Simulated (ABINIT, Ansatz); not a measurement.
**Lattice dynamics of Tm (P6_3/mmc) in two programs**

How does Tm (P6_3/mmc) vibrate, and is this structure a minimum?

Program: ABINIT 10.8.3. Level of theory: DFT PBE, scalar-relativistic, plane waves, PseudoDojo norm-conserving, 4f in core pseudopotentials. Results are calculated unless marked as measured.

## Step 1: The starting structure

The structure is hexagonal, space group P6_3/mmc (No. 194). Conventional cell: a = 3.538 Å, b = 3.538 Å, c = 5.555 Å, α = 90.00°, β = 90.00°, γ = 120.00°. Nearest to Tm lie 12 Tm at 3.45 to 3.54 Å.

Structure file:

```cif
data_structure
_symmetry_space_group_name_H-M 'P6_3/mmc'
_symmetry_Int_Tables_number 194
_cell_length_a 3.5375
_cell_length_b 3.5375
_cell_length_c 5.5546
_cell_angle_alpha 90.000
_cell_angle_beta 90.000
_cell_angle_gamma 120.000
_cell_volume 60.20
loop_
_atom_site_label
_atom_site_type_symbol
_atom_site_symmetry_multiplicity
_atom_site_Wyckoff_symbol
_atom_site_fract_x
_atom_site_fract_y
_atom_site_fract_z
_atom_site_occupancy
Tm1 Tm 2 c 0.33333 0.66667 0.25000 1
```

## Step 2: A first look

A first run with smearing and empty bands tells whether the crystal has a gap, which decides between fixed occupations and smearing later on.

probe.abi reads:

```
# ground state
tolvrs 1.0d-08
prtden 1
prtwf 1

# basis, mesh and filling
ecut 21.0
ngkpt 6 6 4
nshiftk 1
shiftk 0.0 0.0 0.0
istwfk *1
occopt 7
tsmear 0.005
nband 18
nstep 100
diemac 9.0
prtebands 0
prtgsr 0

# cell and atoms
acell 3*1.0 Angstrom
rprim 
    3.5375 0.0 0.0
    -1.76875 3.063564866 0.0
    0.0 0.0 5.5546
ntypat 1
znucl 69
natom 2
typat 1 1
xred 
    1/3 2/3 0.25
    2/3 1/3 0.75
pp_dirpath "./pseudo"
pseudos "Tm.upf"
```

On the command line:

```bash
> OMP_NUM_THREADS=1 mpirun -n 16 abinit probe.abi > probe.log
```

Numbers of over 12 decimals in the logs are rounded to 6 here.

probe.abo, the main output file:

```text
[banners, grids, parts of the stress and lines that vanish by symmetry left out]
- input  file    -> probe.abi
- output file    -> probe.abo
- root for input  files -> probei
[...]
Symmetries : space group P6_3/m m c (#194); Bravais hP (primitive hexag.)
[...]
mpw =        1884          nfft =       40500          nkpt =          21
[...]
== DATASET  1 ==================================================================
[...]
-    --> not optimal distribution: autoparal keyword recommended in input file <--
[...]
cutoff_energies: {ecut:  21.0, pawecutdg:  -1.0, }
[...]
ETOT  1  -91.680577459421    -9.168E+01 4.749E-02 4.735E+00
 ETOT  2  -91.712178230779    -3.160E-02 4.573E-03 9.980E-02
 ETOT  3  -91.712215944602    -3.771E-05 7.076E-04 1.235E-03
 ETOT  4  -91.712216209218    -2.646E-07 3.369E-04 8.944E-06
 ETOT  5  -91.712216211531    -2.313E-09 3.453E-04 1.807E-07
 ETOT  6  -91.712216211574    -4.319E-11 1.681E-04 4.821E-10
 At SCF step    6       vres2   =  4.82E-10 < tolvrs=  1.00E-08 =>converged.
[...]
sigma(1 1)=  8.29782947E-05  sigma(3 2)=  0.00000000E+00
  sigma(2 2)=  8.29782941E-05  sigma(3 1)=  0.00000000E+00
  sigma(3 3)=  1.20518994E-04  sigma(2 1)=  0.00000000E+00
[...]
convergence: {deltae: -4.319E-11, res2:  4.821E-10, residm:  1.681E-04, diffor: null, }
etotal    :  -9.17122162E+01
[...]
sigma(1 1)=  8.29782947E-05  sigma(3 2)=  0.00000000E+00
  sigma(2 2)=  8.29782941E-05  sigma(3 1)=  0.00000000E+00
  sigma(3 3)=  1.20518994E-04  sigma(2 1)=  0.00000000E+00
[...]
- sigma(1 1)=  2.44130571E+00  sigma(3 2)=  0.00000000E+00
- sigma(2 2)=  2.44130570E+00  sigma(3 1)=  0.00000000E+00
- sigma(3 3)=  3.54579122E+00  sigma(2 1)=  0.00000000E+00
[...]
fcart     -2.4167686018E-28 -4.6510733427E-29 -0.0000000000E+00
           strten      8.2978294665E-05  8.2978294114E-05  1.2051899398E-04
================================================================================

[key lines of the parts left out:]
pressure_GPa:  -2.8095E+00
```

The job ended after 7.2 s (16 MPI ranks of Arm Neoverse N1, shared host).

Numbers from this step:

```
volume per atom   : 30.10 Å³
pressure          : -2.809 GPa
gap on the k-mesh : 0 eV
```

No gap opens on this mesh, so smearing is kept; the printed pressure holds the stress of the finite basis too.

## Step 3: Relaxing the cell and atoms

The harmonic expansion needs vanishing forces, and a free crystal bears no stress, so cell and atoms are brought to rest. Stress is more sensitive to the basis than forces are: the last 3 Ha under the cutoff are smoothed with ecutsm, and the cutoff is raised above that of the later runs.

relax.abi reads:

```
# relaxation
ionmov 2
optcell 2
dilatmx 1.08
ntime 40
tolmxf 1.0d-05
tolvrs 1.0d-14
prtwf 0
prtden 0
chksymtnons 0

# basis, mesh and filling
ecut 27.0
ecutsm 3.0
ngkpt 9 9 6
nshiftk 1
shiftk 0.0 0.0 0.0
istwfk *1
occopt 7
tsmear 0.01
nband 18
nstep 100
diemac 1000000.0
prtebands 0
prtgsr 0

# cell and atoms
acell 3*1.0 Angstrom
rprim 
    3.5375 0.0 0.0
    -1.76875 3.063564866 0.0
    0.0 0.0 5.5546
ntypat 1
znucl 69
natom 2
typat 1 1
xred 
    1/3 2/3 0.25
    2/3 1/3 0.75
pp_dirpath "./pseudo"
pseudos "Tm.upf"
```

On the command line:

```bash
> OMP_NUM_THREADS=1 mpirun -n 16 abinit relax.abi > relax.log
```

relax.abo, the main output file:

```text
[banners, grids, parts of the stress and lines that vanish by symmetry left out]
- input  file    -> relax.abi
- output file    -> relax.abo
- root for input  files -> relaxi
[...]
Symmetries : space group P6_3/m m c (#194); Bravais hP (primitive hexag.)
[...]
mpw =        3471          nfft =       69984          nkpt =          48
[...]
== DATASET  1 ==================================================================
[...]
cutoff_energies: {ecut:  27.0, pawecutdg:  -1.0, }
[...]
ETOT  1  -91.680986980433    -9.168E+01 5.076E-02 7.323E+00
 ETOT  2  -91.718241129926    -3.725E-02 5.764E-03 8.487E-02
 ETOT  3  -91.718258482164    -1.735E-05 1.290E-03 3.912E-03
 ETOT  4  -91.718259030287    -5.481E-07 5.739E-04 2.805E-05
 ETOT  5  -91.718259033251    -2.965E-09 3.124E-04 3.877E-07
[...]
At SCF step    9       vres2   =  7.59E-15 < tolvrs=  1.00E-14 =>converged.
[...]
sigma(1 1)= -3.18912430E-06  sigma(3 2)=  0.00000000E+00
  sigma(2 2)= -3.18912484E-06  sigma(3 1)=  0.00000000E+00
  sigma(3 3)=  9.49829881E-06  sigma(2 1)=  0.00000000E+00
[...]
convergence: {deltae:  5.684E-13, res2:  7.590E-15, residm:  1.127E-04, diffor: null, }
etotal    :  -9.17182590E+01
[...]
ETOT  1  -91.718260055029    -9.172E+01 2.136E-03 1.328E-03
[...]
At SCF step    7       vres2   =  9.92E-15 < tolvrs=  1.00E-14 =>converged.
[...]
sigma(1 1)= -3.04446544E-06  sigma(3 2)=  0.00000000E+00
  sigma(2 2)= -3.04446599E-06  sigma(3 1)=  0.00000000E+00
  sigma(3 3)=  8.79781358E-06  sigma(2 1)=  0.00000000E+00
[...]
convergence: {deltae: -4.263E-13, res2:  9.922E-15, residm:  2.360E-05, diffor: null, }
etotal    :  -9.17182603E+01
[...]
ETOT  1  -91.718217985793    -9.172E+01 5.547E-02 2.402E-01
[...]
At SCF step    9       vres2   =  9.04E-17 < tolvrs=  1.00E-14 =>converged.
[...]
sigma(1 1)= -9.38557148E-07  sigma(3 2)=  0.00000000E+00
  sigma(2 2)= -9.38557695E-07  sigma(3 1)=  0.00000000E+00
  sigma(3 3)= -7.15105336E-07  sigma(2 1)=  0.00000000E+00
[...]
convergence: {deltae: -9.095E-13, res2:  9.043E-17, residm:  9.266E-07, diffor: null, }
etotal    :  -9.17182688E+01
[...]
ETOT  1  -91.718268845238    -9.172E+01 4.423E-07 1.738E-04
[...]
At SCF step    7       vres2   =  4.74E-16 < tolvrs=  1.00E-14 =>converged.
[...]
sigma(1 1)= -8.23737882E-07  sigma(3 2)=  0.00000000E+00
  sigma(2 2)= -8.23738428E-07  sigma(3 1)=  0.00000000E+00
  sigma(3 3)= -5.69554183E-07  sigma(2 1)=  0.00000000E+00
[...]
convergence: {deltae:  1.705E-13, res2:  4.744E-16, residm:  1.163E-06, diffor: null, }
etotal    :  -9.17182689E+01
[...]
ETOT  1  -91.718268144023    -9.172E+01 1.039E-06 5.703E-03
[...]
ETOT  7  -91.718268946037    -7.105E-13 1.529E-07 1.372E-14
 ETOT  8  -91.718268946037    -1.990E-13 9.909E-07 3.921E-16
 At SCF step    8       vres2   =  3.92E-16 < tolvrs=  1.00E-14 =>converged.
[...]
sigma(1 1)= -2.35449971E-08  sigma(3 2)=  0.00000000E+00
  sigma(2 2)= -2.35455429E-08  sigma(3 1)=  0.00000000E+00
  sigma(3 3)=  2.72811023E-08  sigma(2 1)=  0.00000000E+00
[...]
convergence: {deltae: -1.990E-13, res2:  3.921E-16, residm:  9.909E-07, diffor: null, }
etotal    :  -9.17182689E+01
[...]
At Broyd/MD step   5, gradients are converged :
[...]
sigma(1 1)= -2.35449971E-08  sigma(3 2)=  0.00000000E+00
  sigma(2 2)= -2.35455429E-08  sigma(3 1)=  0.00000000E+00
  sigma(3 3)=  2.72811023E-08  sigma(2 1)=  0.00000000E+00
[...]
- sigma(1 1)= -6.92717730E-04  sigma(3 2)=  0.00000000E+00
- sigma(2 2)= -6.92733789E-04  sigma(3 1)=  0.00000000E+00
- sigma(3 3)=  8.02637741E-04  sigma(2 1)=  0.00000000E+00
[...]
fcart     -2.0106747424E-29  3.4825908112E-29  2.0121422086E-31
           strten     -2.3544997065E-08 -2.3545542909E-08  2.7281102328E-08
================================================================================

[key lines of the parts left out:]
pressure_GPa:   1.9427E-04
Total energy (etotal) [Ha]= -9.17182689460371E+01
```

Elapsed: 64 s, on 16 MPI ranks; 14 min of CPU time.

Relaxation path:

```csv
step,energy less that of the first step (eV),largest force (eV/Å),volume (Å³)
1,0.0000,0.0000,60.20
2,0.0000,0.0000,60.19
3,-0.0003,0.0000,60.12
4,-0.0003,0.0000,60.12
5,-0.0003,0.0000,60.15
```

```csv
"conventional cell, symmetrised",before,after,change
a (Å),3.538,3.543,+0.2 %
b (Å),3.538,3.543,+0.2 %
c (Å),5.555,5.532,-0.4 %
volume (Å³/atom),30.10,30.08,-0.1 %
```

The relaxed structure:

```cif
data_structure
_symmetry_space_group_name_H-M 'P 1'
_symmetry_Int_Tables_number 1
_cell_length_a 3.5433
_cell_length_b 3.5433
_cell_length_c 5.5324
_cell_angle_alpha 90.000
_cell_angle_beta 90.000
_cell_angle_gamma 120.000
_cell_volume 60.15
loop_
_atom_site_label
_atom_site_type_symbol
_atom_site_fract_x
_atom_site_fract_y
_atom_site_fract_z
_atom_site_occupancy
Tm1 Tm 0.33333 0.66667 0.25000 1
Tm2 Tm 0.66667 0.33333 0.75000 1
```

Read from the output:

```
volume per atom : 30.08 Å³
pressure        : 1.94e-4 GPa
```

The volume changes by -0.1 % in this run and stands -0.1 % from the first cell.

## Step 4: Ground state

The response is built on these wavefunctions, so the potential is converged far more tightly than an energy would need. Smearing stays on, as the first look found no gap above 0.3 eV.

gs.abi reads:

```
# ground state
tolvrs 1.0d-16
prtden 1
prtwf 1

# basis, mesh and filling
ecut 21.0
ngkpt 12 12 6
nshiftk 1
shiftk 0.0 0.0 0.0
istwfk *1
occopt 7
tsmear 0.01
nband 18
nstep 100
diemac 1000000.0
prtebands 0
prtgsr 0

# cell and atoms
acell 3*1.0 Angstrom
rprim 
    3.543304293 0.0 0.0
    -1.771652146 3.068591531 0.0
    0.0 0.0 5.532375221
ntypat 1
znucl 69
natom 2
typat 1 1
xred 
    1/3 2/3 0.25
    2/3 1/3 0.75
pp_dirpath "./pseudo"
pseudos "Tm.upf"
```

On the command line:

```bash
> OMP_NUM_THREADS=1 mpirun -n 16 abinit gs.abi > gs.log
```

gs.abo, the main output file:

```text
[banners, grids, parts of the stress and lines that vanish by symmetry left out]
- input  file    -> gs.abi
- output file    -> gs.abo
- root for input  files -> gsi
[...]
Symmetries : space group P6_3/m m c (#194); Bravais hP (primitive hexag.)
[...]
mpw =        1884          nfft =       40500          nkpt =          76
[...]
== DATASET  1 ==================================================================
[...]
cutoff_energies: {ecut:  21.0, pawecutdg:  -1.0, }
[...]
ETOT  1  -91.679608301880    -9.168E+01 5.705E-02 4.651E+00
 ETOT  2  -91.713275772438    -3.367E-02 1.281E-02 5.675E-02
 ETOT  3  -91.713300258771    -2.449E-05 5.891E-04 1.594E-03
 ETOT  4  -91.713300609683    -3.509E-07 4.964E-04 1.587E-05
 ETOT  5  -91.713300613261    -3.578E-09 7.892E-04 1.485E-07
[...]
ETOT 11  -91.713300613299    -9.948E-14 1.025E-04 5.496E-16
 ETOT 12  -91.713300613299     1.990E-13 8.932E-05 4.111E-17
 At SCF step   12       vres2   =  4.11E-17 < tolvrs=  1.00E-16 =>converged.
[...]
sigma(1 1)=  9.24318911E-05  sigma(3 2)=  0.00000000E+00
  sigma(2 2)=  9.24318914E-05  sigma(3 1)=  0.00000000E+00
  sigma(3 3)=  9.30526750E-05  sigma(2 1)= -1.22554735E-12
[...]
convergence: {deltae:  1.990E-13, res2:  4.111E-17, residm:  8.932E-05, diffor: null, }
etotal    :  -9.17133006E+01
[...]
sigma(1 1)=  9.24318911E-05  sigma(3 2)=  0.00000000E+00
  sigma(2 2)=  9.24318914E-05  sigma(3 1)=  0.00000000E+00
  sigma(3 3)=  9.30526750E-05  sigma(2 1)= -1.22554735E-12
[...]
- sigma(1 1)=  2.71944012E+00  sigma(3 2)=  0.00000000E+00
- sigma(2 2)=  2.71944013E+00  sigma(3 1)=  0.00000000E+00
- sigma(3 3)=  2.73770422E+00  sigma(2 1)= -3.60568478E-08
[...]
fcart      3.2170795853E-28 -5.2419484320E-38  6.5933875849E-27
           strten      9.2431891063E-05  9.2431891437E-05  9.3052674962E-05
================================================================================

[key lines of the parts left out:]
pressure_GPa:  -2.7255E+00
```

It took 16 s on 16 MPI ranks.

Numbers from this step:

```yaml
pressure: -2.726 GPa
```

The cell stands at -2.7 GPa: the relaxation ran with a smoothed and higher cutoff and on another k mesh.

(Part 1 of 4 ends here.)

[Host names and launcher messages were left out of these logs when they were recorded.]

[Logs are printed without paths, hosts, clocks, repeated set-up lines and the standing remarks that a program may print on its own settings, such as how far it seeks lower states.]

[Hosts, paths, dates, database ids (printed as entryN), source tags and the programs' standing remarks are cut or masked in the printed files.]
